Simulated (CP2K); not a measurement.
Two runs for the N K edge of imidazole monohydrate. Run A: CP2K XAS_TDP, all-electron GAPW, PBEh(45%), aug-cc-pVDZ, TDA, no relativity. Run B differs in one setting.

First lines with a strength over 0.0015. A:

```
                              atom  energy (eV)  states  strength, one atom
          N3 (bonded to 2 C and H)       398.23       1              0.0358
                                         399.37       1              0.0160
                                         402.02       1              0.0022
                                         402.08       1              0.0031
                                         402.44       1              0.0020
N5 (bonded to 2 C, takes 1 H bond)       395.91       1              0.0499
                                         398.69       1              0.0023
                                         399.54       1              0.0025
                                         401.52       1              0.0106
                                         401.58       1              0.0040
```

B:

```
                              atom  energy (eV)  states  strength, one atom
          N3 (bonded to 2 C and H)       382.27       1              0.0037
                                         382.38       1              0.0211
                                         385.33       1              0.0020
                                         386.17       1              0.0016
                                         387.00       1              0.0042
N5 (bonded to 2 C, takes 1 H bond)       380.27       1              0.0061
                                         381.27       1              0.0250
                                         385.13       1              0.0028
```

**Question.** Which was it: scalar relativity switched on, the functional, GW2X switched on, the basis?

The functional (functional from PBEh(45%) to PBE; the lines alone don't name the new value). A functional moves all lines by electronvolts and changes their spacings and strengths. For N3 and N5 the rule picks another line of the list in the two runs, so no shift is given.

[Banner, clock and machine lines of the logs are left out without a mark of their own.]

[Logs are printed without paths, hosts, clocks, repeated set-up lines and the standing remarks that a program may print on its own settings, such as how far it seeks lower states.]

[Hosts, paths, dates, database ids (printed as entryN), source tags and the programs' standing remarks are cut or masked in the printed files.]
